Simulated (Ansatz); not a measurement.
# Dielectric function and optical constants of RbZnCl3 (model structure)

Aim: the dielectric function of RbZnCl3 (model structure), and the optical constants that follow from it. The cell was made here by substitution or stacking, whether or not such a phase is known. It was built so: All Cd replaced by Zn and Cs replaced by Rb in the Pm-3m structure of CsCdCl3.

Method: DFT, PBE, plane-wave PAW, default files, scalar-relativistic, independent-particle optical response without local fields, in Ansatz 0.2.0.

**1. Starting point**

It takes space group Pm-3m (No. 221, cubic). The conventional cell has a = 4.890 Å, b = 4.890 Å, c = 4.890 Å, α = 90.00°, β = 90.00°, γ = 90.00°. Nearest to Rb lie 12 Cl at 3.46 Å. Nearest to Zn lie 6 Cl at 2.44 Å. Nearest to Cl lie 2 Zn at 2.44 Å and 4 Rb at 3.46 Å. All Cd replaced by Zn and Cs replaced by Rb in the Pm-3m structure of CsCdCl3. Farther neighbours and most contacts between anions are not listed.

**2. Relaxation**

The structure was built or cut out here, so it is relaxed before any spectrum is computed.

This step: DFT, PBE, plane-wave PAW, default files, scalar-relativistic, relaxation (Ansatz 0.2.0).

Contents of input.yaml:

```yaml
crystal:
  lattice:
    - [4.88979827, 0.0, 0.0]
    - [0.0, 4.88979827, 0.0]
    - [0.0, 0.0, 4.88979827]
  atoms:
    - { symbol: Rb, position: [0.0, 0.0, 0.0] }
    - { symbol: Zn, position: [0.5, 0.5, 0.5] }
    - { symbol: Cl, position: [0.5, 0.5, 0.0] }
    - { symbol: Cl, position: [0.5, 0.0, 0.5] }
    - { symbol: Cl, position: [0.0, 0.5, 0.5] }
kpoints:
  mp_grid: { grid: [5, 5, 5] }
scf:
  occupations: { method: fermi_dirac, width: 0.05 }
hamiltonian:
  xc: pbe
  pseudopotentials: { kind: paw }
output:
  forces: true
  stress: true
relax:
  f_tol: 0.02
  max_steps: 50
  cell: {}
```

Run with:

```
> ansatz run input.yaml --threads 4 --pin off --max-ram 8192MiB --backend cpu --events-out ev --progress --plain --runs-dir out
```

Numbers of over 12 decimals in the logs are rounded to 6 here.

The program printed:

```text
Engine: ansatz 0.2.0, x86_64-unknown-linux-gnu
Pseudopotentials: kind: paw
Pseudopotential: Rb, paw, valence charge 9, recommended cutoff 420 eV (normal), Rb.paw.azcp
Pseudopotential: Zn, paw, valence charge 12, recommended cutoff 420 eV (normal), Zn.paw.azcp
Pseudopotential: Cl, paw, valence charge 7, recommended cutoff 420 eV (normal), Cl.paw.azcp
Functional definition: PBE
  parameter kappa = 0.804
  parameter beta = 0.066725
  exchange = pbe_x(kappa = kappa, mu = beta*pi^2/3)
  correlation = pbe_c(beta = beta)
Crystal: 5 atoms, lattice volume = 116.916 Å³
Basis set: ecut = 420 eV, 2301 PW (Γ), exchange–correlation on 72×72×72 points (8 copies of the dense FFT grid, shifted against one another)
Bands: 26, of which v1, the nominal top of the filled ones, is band 21 counted from 1 (20 counted from 0)
Symmetry: 48 space group operations
Space group: Pm-3m (ITA 221), of the structure as read, at distance tolerance 4.9e-5 Å
k-points: 10 of 125
Non-local potential: Rb, projectors of the file, l = 0: 3, l = 1: 2, l = 2: 2
Non-local potential: Zn, projectors of the file, l = 0: 2, l = 1: 2, l = 2: 3, l = 3: 1
Non-local potential: Cl, projectors of the file, l = 0: 2, l = 1: 2, l = 2: 2
PAW form: soft (Blöchl's): semilocal exchange-correlation on the pseudo side does not see the compensation charge
PAW one-centre angular grid: Rb, 110 points (default); XC on 64 Gauss nodes
PAW one-centre angular grid: Zn, 590 points (default); XC on 64 Gauss nodes
PAW one-centre angular grid: Cl, 110 points (default); XC on 64 Gauss nodes
Initial density: superposition of atomic densities (neutral atoms: chi_scale 0, normalization atom), corrected by the library's trained network
Initial wavefunctions: pseudopotential atomic-orbital guess
Functional: x = pbe(κ = 0.804, μ = 0.219515), c = pbe(β = 0.066725)
SCF iter   1: F=—  HF=-9831.917234 eV  |F-HF|=—  |Δ(HF+E_count)|=         —  Δρ=4.41e-4  dr2=1.19e-4  ethr=1.77e-3  ⟨swp⟩=8.7  Hψ=1397  notcnv=0
preconditioner: auto → Resta (q_TF=auto, 2.300 Å⁻¹)  ε∞=3.9  [insulator: Δε(μ)=1.702 eV  Ē_g=12.653 eV  σ=0.050 eV  W_gap=1.00  n_scr=26 (ndim 8)  ℏωp=21.7 eV  f_vac=0.024  D(μ)=0.00/eV (n_scr^D=0)  ε∞_Penn≈3.9]
SCF iter   2: F=—  HF=-9831.917353 eV  |F-HF|=—  |Δ(HF+E_count)|=   1.19e-4  Δρ=2.42e-4  dr2=6.43e-5  ethr=2.83e-7  ⟨swp⟩=3.1  Hψ=655  notcnv=0
SCF iter   3: F=—  HF=-9831.917295 eV  |F-HF|=—  |Δ(HF+E_count)|=   5.82e-5  Δρ=7.84e-5  dr2=5.35e-6  ethr=1.53e-7  ⟨swp⟩=2.0  Hψ=436  notcnv=0
SCF iter   4: F=—  HF=-9831.917295 eV  |F-HF|=—  |Δ(HF+E_count)|=   5.66e-7  Δρ=2.37e-5  dr2=5.08e-7  ethr=1.27e-8  ⟨swp⟩=2.3  Hψ=396  notcnv=0
iter 5 did not close the SCF: its close was put off for the readings that it lacked (scf_convergence_deferred on its scf_iter line)
SCF iter   5: F=-9831.917295 eV  HF=-9831.917295 eV  |F-HF|=7.71e-8  |Δ(HF+E_count)|=   7.43e-9  Δρ=8.77e-6  dr2=9.76e-8  ethr=1.21e-9  ⟨swp⟩=2.1  Hψ=362  notcnv=0
SCF iter   6: F=-9831.917295 eV  HF=-9831.917295 eV  |F-HF|=6.81e-8  |Δ(HF+E_count)|=   4.42e-9  Δρ=8.42e-6  dr2=4.20e-8  ethr=2.32e-10  ⟨swp⟩=2.9  Hψ=966  notcnv=0
SCF 1 converged in 6 iterations: F = -9831.917295 eV  dr2 = 4.20e-8
  greatest PAW one-centre occupation: 0.988 electrons in one spin orbital (limit 2), on the Zn atom at site 1 (counted from 0), in its partial waves of l = 2
relax step   1: F+E_penalty+E_count = -9831.91729502 eV  Δ(F+E_penalty+E_count) = +0.000e0 eV  max|allowed force component| = 1.069e-29 eV/Å  Δτ_max = 0.0000 Å  P = +2.976 GPa  Ω = 116.916 Å³  (6 SCF iters, dr2 threshold 1.00e-7 eV, accepted)
Crystal: 5 atoms, lattice volume = 122.216 Å³
Basis set: ecut = 420 eV, 2373 PW (Γ), exchange–correlation on 72×72×72 points (8 copies of the dense FFT grid, shifted against one another)
Initial density: handed on by an earlier stage of this run
Initial wavefunctions: those handed on with the density
iter 1 solved again at ethr=1.06e-5 eV; its pass at ethr=3.10e-3 eV (dr2=4.47e-3 eV) is discarded
SCF iter   1: F=—  HF=-9831.983065 eV  |F-HF|=—  |Δ(HF+E_count)|=         —  Δρ=1.51e-3  dr2=4.23e-3  ethr=1.06e-5  ⟨swp⟩=1.1  Hψ=1427  notcnv=0
preconditioner: auto → Resta (q_TF=auto, 2.283 Å⁻¹)  ε∞=3.9  [insulator: Δε(μ)=1.592 eV  Ē_g=12.465 eV  σ=0.050 eV  W_gap=1.00  n_scr=26 (ndim 8)  ℏωp=21.2 eV  f_vac=0.027  D(μ)=0.00/eV (n_scr^D=0)  ε∞_Penn≈3.9]
SCF iter   2: F=—  HF=-9831.981702 eV  |F-HF|=—  |Δ(HF+E_count)|=   1.36e-3  Δρ=7.46e-4  dr2=1.01e-3  ethr=1.01e-5  ⟨swp⟩=2.2  Hψ=359  notcnv=0
SCF iter   3: F=—  HF=-9831.981371 eV  |F-HF|=—  |Δ(HF+E_count)|=   3.31e-4  Δρ=4.21e-4  dr2=4.20e-4  ethr=2.40e-6  ⟨swp⟩=2.0  Hψ=339  notcnv=0
SCF iter   4: F=—  HF=-9831.981222 eV  |F-HF|=—  |Δ(HF+E_count)|=   1.49e-4  Δρ=1.85e-4  dr2=4.13e-5  ethr=1.00e-6  ⟨swp⟩=2.0  Hψ=388  notcnv=0
SCF iter   5: F=—  HF=-9831.981221 eV  |F-HF|=—  |Δ(HF+E_count)|=   6.16e-7  Δρ=2.90e-5  dr2=1.04e-6  ethr=9.83e-8  ⟨swp⟩=2.3  Hψ=430  notcnv=0
SCF iter   6: F=-9831.981222 eV  HF=-9831.981222 eV  |F-HF|=5.96e-8  |Δ(HF+E_count)|=   6.64e-7  Δρ=9.40e-6  dr2=6.02e-8  ethr=1.19e-9  ⟨swp⟩=4.8  Hψ=977  notcnv=0
SCF 2 converged in 6 iterations: F = -9831.981222 eV  dr2 = 6.02e-8
relax step   2: F+E_penalty+E_count = -9831.98122166 eV  Δ(F+E_penalty+E_count) = -6.393e-2 eV  max|allowed force component| = 7.323e-30 eV/Å  Δτ_max = 0.0000 Å  P = +1.020 GPa  Ω = 122.216 Å³  energy of the carried Pulay correction = -8.706e-4 eV  (6 SCF iters, dr2 threshold 5.00e-7 eV, accepted)
Crystal: 5 atoms, lattice volume = 125.176 Å³
Basis set: ecut = 420 eV, 2469 PW (Γ), exchange–correlation on 72×72×72 points (8 copies of the dense FFT grid, shifted against one another)
iter 1 solved again at ethr=3.06e-6 eV; its pass at ethr=3.10e-3 eV (dr2=1.29e-3 eV) is discarded
SCF iter   1: F=—  HF=-9831.991689 eV  |F-HF|=—  |Δ(HF+E_count)|=         —  Δρ=8.33e-4  dr2=1.32e-3  ethr=3.06e-6  ⟨swp⟩=1.5  Hψ=1450  notcnv=0
preconditioner: auto → Resta (q_TF=auto, 2.274 Å⁻¹)  ε∞=3.9  [insulator: Δε(μ)=1.498 eV  Ē_g=12.386 eV  σ=0.050 eV  W_gap=1.00  n_scr=26 (ndim 8)  ℏωp=21.0 eV  f_vac=0.027  D(μ)=0.00/eV (n_scr^D=0)  ε∞_Penn≈3.9]
SCF iter   2: F=—  HF=-9831.991262 eV  |F-HF|=—  |Δ(HF+E_count)|=   4.27e-4  Δρ=3.98e-4  dr2=3.03e-4  ethr=3.06e-6  ⟨swp⟩=2.2  Hψ=365  notcnv=0
SCF iter   3: F=—  HF=-9831.991127 eV  |F-HF|=—  |Δ(HF+E_count)|=   1.35e-4  Δρ=2.31e-4  dr2=1.34e-4  ethr=7.22e-7  ⟨swp⟩=2.2  Hψ=362  notcnv=0
SCF iter   4: F=—  HF=-9831.991086 eV  |F-HF|=—  |Δ(HF+E_count)|=   4.08e-5  Δρ=9.70e-5  dr2=1.24e-5  ethr=3.20e-7  ⟨swp⟩=2.1  Hψ=388  notcnv=0
SCF iter   5: F=-9831.991086 eV  HF=-9831.991086 eV  |F-HF|=1.24e-7  |Δ(HF+E_count)|=   2.06e-7  Δρ=1.51e-5  dr2=3.15e-7  ethr=1.19e-9  ⟨swp⟩=4.1  Hψ=1295  notcnv=0
SCF 3 converged in 5 iterations: F = -9831.991086 eV  dr2 = 3.15e-7
relax step   3: F+E_penalty+E_count = -9831.99108575 eV  Δ(F+E_penalty+E_count) = -9.864e-3 eV  max|allowed force component| = 1.182e-29 eV/Å  Δτ_max = 0.0000 Å  P = +0.118 GPa  Ω = 125.176 Å³  energy of the carried Pulay correction = -1.340e-3 eV  (5 SCF iters, dr2 threshold 5.00e-7 eV, accepted)
[...]
relax step   4: F+E_penalty+E_count = -9831.99117853 eV  Δ(F+E_penalty+E_count) = -9.277e-5 eV  max|allowed force component| = 4.694e-30 eV/Å  Δτ_max = 0.0000 Å  P = +0.006 GPa  Ω = 125.575 Å³  energy of the carried Pulay correction = -1.403e-3 eV  (5 SCF iters, dr2 threshold 3.50e-8 eV, accepted)
Initial wavefunctions: pseudopotential atomic-orbital guess (no wavefunctions were taken with the density)
iter 1 solved again at ethr=1.84e-7 eV; its pass at ethr=3.10e-3 eV (dr2=7.74e-5 eV) is discarded
SCF iter   1: F=—  HF=-9831.988774 eV  |F-HF|=—  |Δ(HF+E_count)|=         —  Δρ=3.30e-4  dr2=4.62e-6  ethr=1.84e-7  ⟨swp⟩=4.0  Hψ=2090  notcnv=0
preconditioner: auto → Resta (q_TF=auto, 2.273 Å⁻¹)  ε∞=3.9  [insulator: Δε(μ)=1.471 eV  Ē_g=12.385 eV  σ=0.050 eV  W_gap=1.00  n_scr=26 (ndim 8)  ℏωp=21.0 eV  f_vac=0.027  D(μ)=0.00/eV (n_scr^D=0)  ε∞_Penn≈3.9]
SCF iter   2: F=—  HF=-9831.991617 eV  |F-HF|=—  |Δ(HF+E_count)|=   2.84e-3  Δρ=1.91e-4  dr2=7.02e-6  ethr=1.10e-8  ⟨swp⟩=2.0  Hψ=456  notcnv=0
SCF iter   3: F=—  HF=-9831.992397 eV  |F-HF|=—  |Δ(HF+E_count)|=   7.80e-4  Δρ=7.19e-5  dr2=2.97e-7  ethr=1.10e-8  ⟨swp⟩=2.0  Hψ=362  notcnv=0
SCF iter   4: F=—  HF=-9831.992581 eV  |F-HF|=—  |Δ(HF+E_count)|=   1.84e-4  Δρ=3.71e-6  dr2=8.45e-9  ethr=7.07e-10  ⟨swp⟩=2.0  Hψ=453  notcnv=0
SCF iter   5: F=—  HF=-9831.992581 eV  |F-HF|=—  |Δ(HF+E_count)|=   7.41e-8  Δρ=1.71e-6  dr2=9.93e-10  ethr=2.01e-11  ⟨swp⟩=2.0  Hψ=438  notcnv=0
SCF iter   6: F=—  HF=-9831.992581 eV  |F-HF|=—  |Δ(HF+E_count)|=   2.96e-8  Δρ=7.86e-7  dr2=3.18e-10  ethr=2.36e-12  ⟨swp⟩=2.0  Hψ=417  notcnv=0
SCF iter   7: F=-9831.992581 eV  HF=-9831.992581 eV  |F-HF|=6.00e-11  |Δ(HF+E_count)|=   1.73e-8  Δρ=1.07e-7  dr2=3.00e-11  ethr=1.00e-12  ⟨swp⟩=3.0  Hψ=1157  notcnv=0
SCF 5 converged in 7 iterations: F = -9831.992581 eV  dr2 = 3.00e-11
relax step   5: F+E_penalty+E_count = -9831.99258103 eV  Δ(F+E_penalty+E_count) = -1.403e-3 eV  max|allowed force component| = 4.878e-30 eV/Å  Δτ_max = 0.0000 Å  P = +0.005 GPa  Ω = 125.575 Å³  stress off target by 5.40e-3 GPa  SCF on the basis re-selected at this cell (its energy is not comparable with the rows above)  (7 SCF iters)
basis re-selected at this cell: Δ(F+E_penalty+E_count) = -1.403e-3 eV, ΔP = -0.001 GPa vs the last step (what re-selecting the basis moved, of the pressure what is left beyond the Pulay correction that the steps carried, after the strain that the cell walked since its last selection, with what the two solves' SCF thresholds leave and, on support functions, any second-order correction that the steps lacked; it is no m [...]
SCF converged after 7 iterations
Free energy (F): -9831.992581 eV
Harris-Foulkes:  -9831.992581 eV  (|F-HF|=6.00e-11)
Internal energy: -9831.992581 eV  (E = F + TS)
E sigma→0 (E₀):  -9831.992581 eV
Entropy (-TS):   -0.000000 eV (-0.000 meV/atom)
Fermi energy:    3.661943 eV
--- Per-component energies (eV) ---
  E_band       = -132.737400
  E_kinetic    = 806.833015
  E_local      = -3371.155294  (includes V_loc(G=0)·N_el)
  E_nonlocal   = 878.109059
  E_hartree    = 1270.790821
  E_xc         = -588.188618
  E_vxc        = -553.803731  (∫ρ·V_xc dr)
  E_paw        = -6429.476240  (= ΣΔE_a)
  E_vpaw       = -434.302126  (= ΣTr[D̂ρ^β])
  E_aug_tail   = -0.000108  (compensation charges beyond the density's cutoff)
  E_ewald      = -2398.905217
  E_smearing   = -0.000000  (= −TS)
  E_closure    = 0.000000  (closes the sum)
  Σ components = -9831.992581   (vs F -9831.992581, Δ=0.00e0)
--- Forces (eV/Å), atoms counted from 1 ---
  atom   1  Rb    -0.00000000     0.00000000     0.00000000
  atom   2  Zn     0.00000000     0.00000000     0.00000000
  atom   3  Cl    -0.00000000     0.00000000     0.00000000
  atom   4  Cl    -0.00000000    -0.00000000     0.00000000
  atom   5  Cl    -0.00000000    -0.00000000     0.00000000
  max |Σ_I F_I| component: 7.17e-30 eV/Å
--- Stress (GPa, compression-positive) ---
        0.005402       0.000000       0.000000
        0.000000       0.005402      -0.000000
       -0.000000      -0.000000       0.005402
  P = ⅓ Tr σ = 0.0054 GPa (0.054 kbar)
--- Relaxed structure (4 steps of the walk, 4 accepted, 1 SCFs on fresh bases) ---
  F+E_penalty+E_count = -9831.99258103 eV   max|allowed force component| = 4.878e-30 eV/Å   (the final SCF, on the basis selected at the relaxed cell)
  cell:  # Å, volume = 125.5748 Å³
    - [5.007653, 0, 0]
    - [0, 5.007653, 0]
    - [0, 0, 5.007653]
  atoms:
    - { symbol: Rb, position: [0, 0, 0] }
    - { symbol: Zn, position: [0.5, 0.5, 0.5] }
    - { symbol: Cl, position: [0.5, 0.5, 0] }
    - { symbol: Cl, position: [0.5, 0, 0.5] }
    - { symbol: Cl, position: [0, 0.5, 0.5] }
```

Wall time 2.4 s (4 threads of Intel Xeon Platinum 8488C (Sapphire Rapids), shared host); peak memory 0.5 GiB; 8.1 s of CPU time.

Step by step:

| step | energy less that of the first step (eV) | largest force component (eV/Å) | pressure (GPa) | volume (Å³) |
| --- | --- | --- | --- | --- |
| 1 | 0.0000 | 0.0000 | 2.98 | 116.92 |
| 2 | -0.0639 | 0.0000 | 1.02 | 122.22 |
| 3 | -0.0738 | 0.0000 | 0.12 | 125.18 |
| 4 | -0.0739 | 0.0000 | 0.01 | 125.57 |
| 5* | -0.0753 | 0.0000 | 0.01 | 125.57 |

Relaxation steps marked * repeat the geometry before them on a plane-wave basis chosen anew for their cell, so energy and pressure can jump there.

The run keeps the 48 symmetry operations that it works with, so distortions that break them were not tested.

| conventional cell, symmetrised | before | after | change |
| --- | --- | --- | --- |
| a (Å) | 4.890 | 5.008 | +2.4 % |
| b (Å) | 4.890 | 5.008 | +2.4 % |
| c (Å) | 4.890 | 5.008 | +2.4 % |
| volume (Å³/atom) | 23.38 | 25.11 | +7.4 % |

Final coordinates:

```xyz
5
Lattice="5.0077 0.0000 0.0000 0.0000 5.0077 0.0000 0.0000 0.0000 5.0077" Properties=species:S:1:pos:R:3 pbc="T T T"
Rb    0.0000    0.0000    0.0000
Zn    2.5038    2.5038    2.5038
Cl    2.5038    2.5038    0.0000
Cl    2.5038    0.0000    2.5038
Cl    0.0000    2.5038    2.5038
```

The relaxation ends with a pressure of 0.01 GPa.

**3. Ground state and bands**

First the ground state: is it a metal or has it a gap?

This step: DFT, PBE, plane-wave PAW, default files, scalar-relativistic, ground state (Ansatz 0.2.0).

Contents of input.yaml:

```yaml
crystal:
  lattice:
    - [5.0076526039, 0.0, 0.0]
    - [0.0, 5.0076526039, 0.0]
    - [0.0, 0.0, 5.0076526039]
  atoms:
    - { symbol: Rb, position: [0.0, 0.0, 0.0] }
    - { symbol: Zn, position: [0.5, 0.5, 0.5] }
    - { symbol: Cl, position: [0.5, 0.5, 0.0] }
    - { symbol: Cl, position: [0.5, 0.0, 0.5] }
    - { symbol: Cl, position: [0.0, 0.5, 0.5] }
kpoints:
  mp_grid: { grid: [5, 5, 5] }
  band_path:
    path:
      - [[0.0, 0.0, 0.0], [0.0, 0.5, 0.0], [0.5, 0.5, 0.0], [0.0, 0.0, 0.0], [0.5, 0.5, 0.5], [0.0, 0.5, 0.0]]
      - [[0.5, 0.5, 0.0], [0.5, 0.5, 0.5]]
    npoints: 10
scf:
  occupations: { method: fermi_dirac, width: 0.05 }
  n_extra_bands: 9
hamiltonian:
  xc: pbe
  pseudopotentials: { kind: paw }
output:
  forces: true
  stress: true
  populations: true
  write_bands: true
  write_density: true
  write_potential: true
  elf: true
  volumetric_format: npy
```

The program printed:

```text
[...]
Crystal: 5 atoms, lattice volume = 125.575 Å³
Basis set: ecut = 420 eV, 2517 PW (Γ), exchange–correlation on 72×72×72 points (8 copies of the dense FFT grid, shifted against one another)
Bands: 30, of which v1, the nominal top of the filled ones, is band 21 counted from 1 (20 counted from 0)
Symmetry: 48 space group operations
[...]
k-points: 10 of 125
[...]
SCF iter   1: F=—  HF=-9831.992551 eV  |F-HF|=—  |Δ(HF+E_count)|=         —  Δρ=4.16e-4  dr2=1.12e-4  ethr=1.77e-3  ⟨swp⟩=8.1  Hψ=1545  notcnv=0  defer=4
[...]
SCF iter   6: F=-9831.992581 eV  HF=-9831.992581 eV  |F-HF|=6.96e-9  |Δ(HF+E_count)|=   1.15e-7  Δρ=2.53e-6  dr2=9.80e-9  ethr=2.12e-10  ⟨swp⟩=11.6  Hψ=2175  notcnv=0
SCF 1 converged in 6 iterations: F = -9831.992581 eV  dr2 = 9.80e-9
[...]
NSCF: frozen V_eff on 62 k-points
SCF converged after 6 iterations
Free energy (F): -9831.992581 eV
[...]
Internal energy: -9831.992581 eV  (E = F + TS)
E sigma→0 (E₀):  -9831.992581 eV
Entropy (-TS):   -0.000000 eV (-0.000 meV/atom)
Fermi energy:    3.661920 eV
[...]
--- Stress (GPa, compression-positive) ---
        0.005349       0.000000       0.000000
        0.000000       0.005349       0.000000
        0.000000       0.000000       0.005349
  P = ⅓ Tr σ = 0.0053 GPa (0.053 kbar)
--- Band table (eV; the first three rows and the last of 10) ---
  k-point 0: bands = [... 17 lower, 2.1790, 2.4909, 2.4909, 2.4909, 4.2994, 8.7403, 9.8601, 9.8601, ... 5 higher]
  k-point 1: bands = [... 17 lower, 2.1199, 2.1199, 2.4175, 2.4175, 5.1759, 9.2558, 10.1981, 10.2925, ... 5 higher]
  k-point 2: bands = [... 17 lower, 2.0155, 2.0155, 2.3063, 2.3063, 6.7367, 10.3274, 10.9251, 11.1599, ... 5 higher]
  k-point 9: bands = [... 17 lower, 2.4512, 2.8181, 2.8181, 2.8279, 8.6651, 9.6703, 9.6703, 10.3807, ... 5 higher]
--- Löwdin populations: 5 sites ---
  site symbol       q [e]
     0     Rb      8.2622
     1     Zn     10.6357
     2     Cl      7.6294
     3     Cl      7.6294
     4     Cl      7.6294
  spilling = 0.005094 (of n_electrons = 42.000000)
```

Run time: 1.5 s. Hardware: 4 threads; peak memory 0.51 GiB; 5.4 s of CPU time.

Reading the cycles: dr2 is the Hartree energy of the density residual (eV), the measure of convergence; HF is the Harris–Foulkes estimate of the energy, which meets the free energy F at convergence.

This step gave:

- free energy: -9831.9926 eV
- Fermi energy: 3.662 eV
- gap by band count: 1.471 eV
- electrons: 42
- symmetry operations: 48
- pressure: 0.005349 GPa
- volume: 125.6 Å³
- gap on the path: 1.393 eV
- least direct gap on the path: 1.809 eV

There is a gap, 1.39 eV on the path, so no carriers' term is needed. The cell is left with a pressure of 0.0 GPa after its relaxation.

Electronic bands along the path, in eV, zero at the Fermi level; v1 is the highest filled band, c1 the lowest empty one:

| point | v4 | v3 | v2 | v1 | c1 | c2 | c3 | c4 |
| --- | --- | --- | --- | --- | --- | --- | --- | --- |
| Γ | -1.48 | -1.17 | -1.17 | -1.17 | 0.64 | 5.08 | 6.20 | 6.20 |
| halfway | -1.57 | -1.57 | -1.28 | -1.28 | 1.90 | 5.85 | 6.71 | 6.84 |
| X | -1.67 | -1.67 | -1.37 | -1.37 | 3.44 | 6.87 | 7.45 | 7.62 |
| halfway | -1.72 | -1.56 | -1.23 | -1.08 | 3.97 | 7.01 | 7.47 | 7.85 |
| M | -1.78 | -1.78 | -0.90 | -0.78 | 5.26 | 6.57 | 6.57 | 8.16 |
| halfway | -1.64 | -1.42 | -1.39 | -1.03 | 2.65 | 6.43 | 7.14 | 7.30 |
| Γ | -1.48 | -1.17 | -1.17 | -1.17 | 0.64 | 5.08 | 6.20 | 6.20 |
| halfway | -1.98 | -1.14 | -1.04 | -1.04 | 3.17 | 6.63 | 7.34 | 7.34 |
| R | -0.89 | -0.76 | -0.76 | -0.76 | 5.49 | 5.49 | 5.49 | 6.46 |
| halfway | -1.40 | -1.21 | -1.09 | -1.02 | 4.33 | 6.47 | 7.24 | 7.47 |
| X | -1.67 | -1.67 | -1.37 | -1.37 | 3.44 | 6.87 | 7.45 | 7.62 |
| jump to M | -1.78 | -1.78 | -0.90 | -0.78 | 5.26 | 6.57 | 6.57 | 8.16 |
| halfway | -1.13 | -1.13 | -0.90 | -0.77 | 5.43 | 6.00 | 6.00 | 7.09 |
| R | -0.89 | -0.76 | -0.76 | -0.76 | 5.49 | 5.49 | 5.49 | 6.46 |

Valence density in the ac plane at fractional y = 0.500, with atoms of Zn and Cl within 0.2 Å of it. It is the smooth field of the valence electrons, not physical close to the nuclei.

Values in e/Å³, 14 rows by 14 columns, each cell a mean:
```
 0  0  0  0  1  1  1  1  2  1  0  0  0  0
 0  0  0  0  0  1  1  1  1  1  0  0  0  0
 0  0  0  0  0  0  1  1  0  0  0  0  0  0
 0  0  0  0  0  0  0  0  0  0  0  0  0  0
 1  1  0  0  0  0  1  1  0  0  0  0  1  1
 2  1  1  0  0  1  4  7  2  0  0  0  1  2
 0  2  1  0  0  2 18 33  7  1  0  1  1  1
 1  2  1  0  0  1 10 18  4  1  0  1  1  1
 2  1  1  0  0  0  1  2  1  0  0  0  1  1
 1  0  0  0  0  0  0  0  0  0  0  0  0  1
 0  0  0  0  0  0  0  0  0  0  0  0  0  0
 0  0  0  0  0  1  1  1  1  0  0  0  0  0
 0  0  0  0  0  1  2  2  1  1  0  0  0  0
 0  0  0  0  1  2  1  0  2  1  0  0  0  0
```
Atoms in or near the plane, at fractional coordinates: Zn at (0.50, 0.50), Cl at (0.50, 0.00), Cl at (0.00, 0.50).

ELF in the ac plane at fractional y = 0.500, with atoms of Zn and Cl within 0.2 Å of it. It is the smooth field of the valence electrons, not physical close to the nuclei.

Ten even steps from '0' (0.00) to '9' (0.88), each cell a mean:
```
00169975998400
00037999985100
53013688752014
87411223210258
99731111111589
89951100012799
37951000013895
68951100012897
99841110112699
98621111111379
75202455531136
21026899974001
00158987997300
00279963898500
```
Atoms in or near the plane, at fractional coordinates: Zn at (0.50, 0.50), Cl at (0.50, 0.00), Cl at (0.00, 0.50).

(Continued in part 2 of 2.)

[Logs are printed without paths, hosts, clocks, repeated set-up lines and the standing remarks that a program may print on its own settings, such as how far it seeks lower states.]

[Hosts, paths, dates, database ids (printed as entryN), source tags and the programs' standing remarks are cut or masked in the printed files.]
